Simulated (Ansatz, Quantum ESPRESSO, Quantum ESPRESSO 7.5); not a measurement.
## Complex bands of MgO, rock salt type, lattice constant set to 4.26 Å

Aim: how fast states decay in the gap of MgO, rock salt type, lattice constant set to 4.26 Å.

Method: plane-wave DFT, PBE, GBRV ultrasoft pseudopotentials (cross-check by Ansatz 0.2.0 with PAW datasets), in Quantum ESPRESSO 7.5.

## (1) Set-up

It takes space group Fm-3m (No. 225, cubic). The conventional cell has a = 4.260 Å, b = 4.260 Å, c = 4.260 Å, α = 90.00°, β = 90.00°, γ = 90.00°. Nearest to Mg lie 6 O at 2.13 Å. Nearest to O lie 6 Mg at 2.13 Å. Farther neighbours and most contacts between anions are not listed.

## (2) SCF with pw.x

pwcond needs a cell whose third axis lies along the current and stands perpendicular to the other two.

scf.in

```
&control
  prefix = 'scf'
  outdir = './out'
  pseudo_dir = './pseudo'
  calculation = 'scf'
  tprnfor = .true.
/
&system
  ibrav = 0
  nat = 4
  ntyp = 2
  ecutwfc = 40
  ecutrho = 200
  occupations = 'fixed'
  nbnd = 20
/
&electrons
  conv_thr = 1e-09
  mixing_beta = 0.6
  electron_maxstep = 120
/
ATOMIC_SPECIES
  Mg  24.3050  mg_pbe_v1.4.uspp.F.UPF
  O   15.9990  o_pbe_v1.2.uspp.F.UPF
CELL_PARAMETERS angstrom
  3.01227488785469 0.00000000000000 0.00000000000000
  0.00000000000000 3.01227488785469 0.00000000000000
  0.00000000000000 0.00000000000000 4.26000000000000
ATOMIC_POSITIONS crystal
  Mg  0.000000000000 0.000000000000 0.000000000000
  O   0.500000000000 0.500000000000 0.000000000000
  Mg  0.500000000000 0.500000000000 0.500000000000
  O   0.000000000000 0.000000000000 0.500000000000
K_POINTS automatic
  8 8 6 0 0 0
```

Run with:

```bash
$ OMP_NUM_THREADS=1 mpirun -n 2 pw.x -nk 2 -in scf.in > scf.out
```

Log:

```text
Program PWSCF v.7.5 starts
[citation notice left out]

     Parallel version (MPI & OpenMP), running on       2 processor cores
     Number of MPI processes:                 2
     Threads/MPI process:                     1

     MPI processes distributed on     1 nodes
[...]
Current dimensions of program PWSCF are:
     Max number of different atomic species (ntypx) = 10
     Max number of k-points (npk) =  40000
     Max angular momentum in pseudopotentials (lmaxx) =  4
     Found identity + ( -0.5000 -0.5000 -0.5000) symmetry
     This is a supercell, fractional translations are disabled
     Message from routine setup:
     using ibrav=0 with symmetry is DISCOURAGED, use correct ibrav instead

     K-points division:     npool     =       2
     Subspace diagonalization in iterative solution of the eigenvalue problem:
     a serial algorithm will be used

     G-vector sticks info
     --------------------
     sticks:   dense  smooth     PW     G-vecs:    dense   smooth      PW
     Sum         517     421    137                12449     8933    1675

     Using Slab Decomposition

     bravais-lattice index     =            0
     lattice parameter (alat)  =       5.6924  a.u.
     unit-cell volume          =     260.8527 (a.u.)^3
     number of atoms/cell      =            4
     number of atomic types    =            2
     number of electrons       =        32.00
     number of Kohn-Sham states=           20
     kinetic-energy cutoff     =      40.0000  Ry
     charge density cutoff     =     200.0000  Ry
     scf convergence threshold =      1.0E-09
     mixing beta               =       0.6000
     number of iterations used =            8  plain     mixing
     Exchange-correlation= SLA  PW   PBE  PBE
                           (   1   4   3   4   0   0   0)

     celldm(1)=   5.692375  celldm(2)=   0.000000  celldm(3)=   0.000000
     celldm(4)=   0.000000  celldm(5)=   0.000000  celldm(6)=   0.000000

     crystal axes: (cart. coord. in units of alat)
               a(1) = (   1.000000   0.000000   0.000000 )
               a(2) = (   0.000000   1.000000   0.000000 )
               a(3) = (   0.000000   0.000000   1.414214 )

     reciprocal axes: (cart. coord. in units 2 pi/alat)
               b(1) = (  1.000000  0.000000  0.000000 )
               b(2) = (  0.000000  1.000000  0.000000 )
               b(3) = (  0.000000  0.000000  0.707107 )

     PseudoPot. # 1 for Mg read from file:
     ./pseudo/mg_pbe_v1.4.uspp.F.UPF
     Pseudo is Ultrasoft, Zval = 10.0
     Generated by new atomic code, or converted to UPF format
     Using radial grid of  821 points,  7 beta functions with:
                l(1) =   0
                l(2) =   0
                l(3) =   0
                l(4) =   1
                l(5) =   1
                l(6) =   2
                l(7) =   2
     Q(r) pseudized with  8 coefficients,  rinner =    1.200   1.200   1.200
                                                       1.200   1.200

     PseudoPot. # 2 for O  read from file:
     ./pseudo/o_pbe_v1.2.uspp.F.UPF
     Pseudo is Ultrasoft + core correction, Zval =  6.0
     Generated by new atomic code, or converted to UPF format
     Using radial grid of  737 points,  5 beta functions with:
                l(1) =   0
                l(2) =   0
                l(3) =   1
                l(4) =   1
                l(5) =   2
     Q(r) pseudized with  8 coefficients,  rinner =    0.900   0.900   0.900
                                                       0.900   0.900

     atomic species   valence    mass     pseudopotential
     Mg               10.00    24.30500     Mg( 1.00)
     O                 6.00    15.99900     O ( 1.00)

     16 Sym. Ops., with inversion, found

   Cartesian axes

     site n.     atom                  positions (alat units)
         1        Mg     tau(   1) = (   0.0000000   0.0000000   0.0000000  )
         2        O      tau(   2) = (   0.5000000   0.5000000   0.0000000  )
         3        Mg     tau(   3) = (   0.5000000   0.5000000   0.7071068  )
         4        O      tau(   4) = (   0.0000000   0.0000000   0.7071068  )

     number of k points=    60
                       cart. coord. in units 2pi/alat
        k(    1) = (   0.0000000   0.0000000   0.0000000), wk =   0.0052083
        k(    2) = (   0.0000000   0.0000000   0.1178511), wk =   0.0104167
        k(    3) = (   0.0000000   0.0000000   0.2357023), wk =   0.0104167
        k(    4) = (   0.0000000   0.0000000  -0.3535534), wk =   0.0052083
        k(    5) = (   0.0000000   0.1250000   0.0000000), wk =   0.0208333
        k(    6) = (   0.0000000   0.1250000   0.1178511), wk =   0.0416667
        k(    7) = (   0.0000000   0.1250000   0.2357023), wk =   0.0416667
        k(    8) = (   0.0000000   0.1250000  -0.3535534), wk =   0.0208333
        k(    9) = (   0.0000000   0.2500000   0.0000000), wk =   0.0208333
        k(   10) = (   0.0000000   0.2500000   0.1178511), wk =   0.0416667
[...]
k(   60) = (  -0.5000000  -0.5000000  -0.3535534), wk =   0.0052083

     Dense  grid:    12449 G-vectors     FFT dimensions: (  25,  25,  40)

     Smooth grid:     8933 G-vectors     FFT dimensions: (  24,  24,  36)

     Estimated max dynamical RAM per process >      41.85 MB

     Estimated total dynamical RAM >      80.67 MB

     Check: negative core charge=   -0.000003

     Initial potential from superposition of free atoms

     starting charge      31.3995, renormalised to      32.0000
     Starting wfcs are   18 randomized atomic wfcs +    2 random wfcs

     total cpu time spent up to now is        0.7 secs

     per-process dynamical memory:    26.3 Mb

     Self-consistent Calculation

     iteration #  1     ecut=    40.00 Ry     beta= 0.60
     Davidson diagonalization with overlap
     ethr =  1.00E-02,  avg # of iterations =  4.1

     total cpu time spent up to now is        2.0 secs

     total energy              =    -315.46821469 Ry
     estimated scf accuracy    <       0.75930603 Ry

     iteration #  2     ecut=    40.00 Ry     beta= 0.60
[...]
total energy              =    -315.68249601 Ry
     estimated scf accuracy    <       0.36035868 Ry

     iteration #  3     ecut=    40.00 Ry     beta= 0.60
[...]
total energy              =    -315.74651417 Ry
     estimated scf accuracy    <       0.00544451 Ry

     iteration #  4     ecut=    40.00 Ry     beta= 0.60
[...]
total energy              =    -315.74682030 Ry
     estimated scf accuracy    <       0.00033110 Ry

     iteration #  5     ecut=    40.00 Ry     beta= 0.60
[...]
total energy              =    -315.74687711 Ry
     estimated scf accuracy    <       0.00001705 Ry

     iteration #  6     ecut=    40.00 Ry     beta= 0.60
[...]
total energy              =    -315.74688113 Ry
     estimated scf accuracy    <       0.00000139 Ry

     iteration #  7     ecut=    40.00 Ry     beta= 0.60
[...]
total energy              =    -315.74688121 Ry
     estimated scf accuracy    <       0.00000052 Ry

     iteration #  8     ecut=    40.00 Ry     beta= 0.60
[...]
total energy              =    -315.74688131 Ry
     estimated scf accuracy    <          3.1E-09 Ry

     iteration #  9     ecut=    40.00 Ry     beta= 0.60
[...]
total energy              =    -315.74688131 Ry
     estimated scf accuracy    <          2.3E-09 Ry

     iteration # 10     ecut=    40.00 Ry     beta= 0.60
[...]
End of self-consistent calculation

          k = 0.0000 0.0000 0.0000 (  1093 PWs)   bands (ev):

   -65.0098 -65.0001 -31.8195 -31.7811 -31.7811 -31.7559 -31.7559 -31.7557
    -9.6265  -8.1802   3.5005   6.1264   6.1264   7.4207   7.4209   7.4209
    11.8656  16.5277  17.0661  20.1816

          k = 0.0000 0.0000 0.1179 (  1104 PWs)   bands (ev):

   -65.0092 -65.0008 -31.8156 -31.7794 -31.7794 -31.7605 -31.7576 -31.7576
    -9.5315  -8.2780   3.6478   6.2001   6.2001   6.9015   7.3178   7.3178
    12.4686  16.7511  16.9852  20.2565

          k = 0.0000 0.0000 0.2357 (  1120 PWs)   bands (ev):

   -65.0074 -65.0025 -31.8049 -31.7748 -31.7748 -31.7730 -31.7622 -31.7622
    -9.2702  -8.5453   4.1014   5.8679   6.4092   6.4092   7.0508   7.0508
    13.7594  16.3811  17.4190  20.0335

          k = 0.0000 0.0000-0.3536 (  1120 PWs)   bands (ev):

   -65.0050 -65.0050 -31.7894 -31.7894 -31.7685 -31.7685 -31.7684 -31.7684
    -8.9094  -8.9093   4.8637   4.8637   6.7157   6.7157   6.7157   6.7157
    15.1793  15.1794  18.5224  18.5225

          k = 0.0000 0.1250 0.0000 (  1099 PWs)   bands (ev):

   -65.0091 -65.0001 -31.8165 -31.7860 -31.7794 -31.7628 -31.7577 -31.7561
    -9.5198  -8.1657   3.6466   5.6913   6.1788   6.7853   7.2987   7.3779
    12.5233  16.8629  17.5927  20.0356

          k = 0.0000 0.1250 0.1179 (  1110 PWs)   bands (ev):

   -65.0085 -65.0007 -31.8142 -31.7832 -31.7779 -31.7694 -31.7577 -31.7570
    -9.4289  -8.2545   3.7334   5.8241   6.2479   6.2981   7.2838   7.3089
    12.9662  16.9767  17.5331  20.1339

[...]
highest occupied, lowest unoccupied level (ev):     7.4209   11.8656

!    total energy              =    -315.74688131 Ry
     estimated scf accuracy    <          8.7E-12 Ry

     The total energy is the sum of the following terms:
     one-electron contribution =    -177.13448635 Ry
     hartree contribution      =      97.70358852 Ry
     xc contribution           =     -48.91540487 Ry
     ewald contribution        =    -187.40057861 Ry

     convergence has been achieved in  10 iterations

     Forces acting on atoms (cartesian axes, Ry/au):

     atom    1 type  1   force =     0.00000000    0.00000000    0.00000000
     atom    2 type  2   force =     0.00000000    0.00000000    0.00000000
     atom    3 type  1   force =     0.00000000    0.00000000    0.00000000
     atom    4 type  2   force =     0.00000000    0.00000000    0.00000000

     Total force =     0.000000     Total SCF correction =     0.000000

[...]
=------------------------------------------------------------------------------=
   JOB DONE.
=------------------------------------------------------------------------------=
```

Run time: 12 s. Hardware: 2 MPI ranks of Arm Neoverse V1, shared host; peak memory 0.16 GiB; 24 s of CPU time.

Numbers from this step:

```
free energy                          : -4295.9552 eV
valence top, on the run's zero       : 7.421 eV
conduction bottom, on the run's zero : 11.87 eV
gap by band count                    : 4.445 eV
```

The run needed 10 iterations to bring the estimated error under 1e-09 Ry.

[end of part 1 of 3]

[Logs are printed without paths, hosts, clocks, repeated set-up lines and the standing remarks that a program may print on its own settings, such as how far it seeks lower states.]

[Hosts, paths, dates, database ids (printed as entryN), source tags and the programs' standing remarks are cut or masked in the printed files.]

[Maps of the electrostatic potential energy from Ansatz leave out the sawtooth potential of an applied field or a dipole correction, so their vacuum need not be flat; planar profiles and work functions include it.]
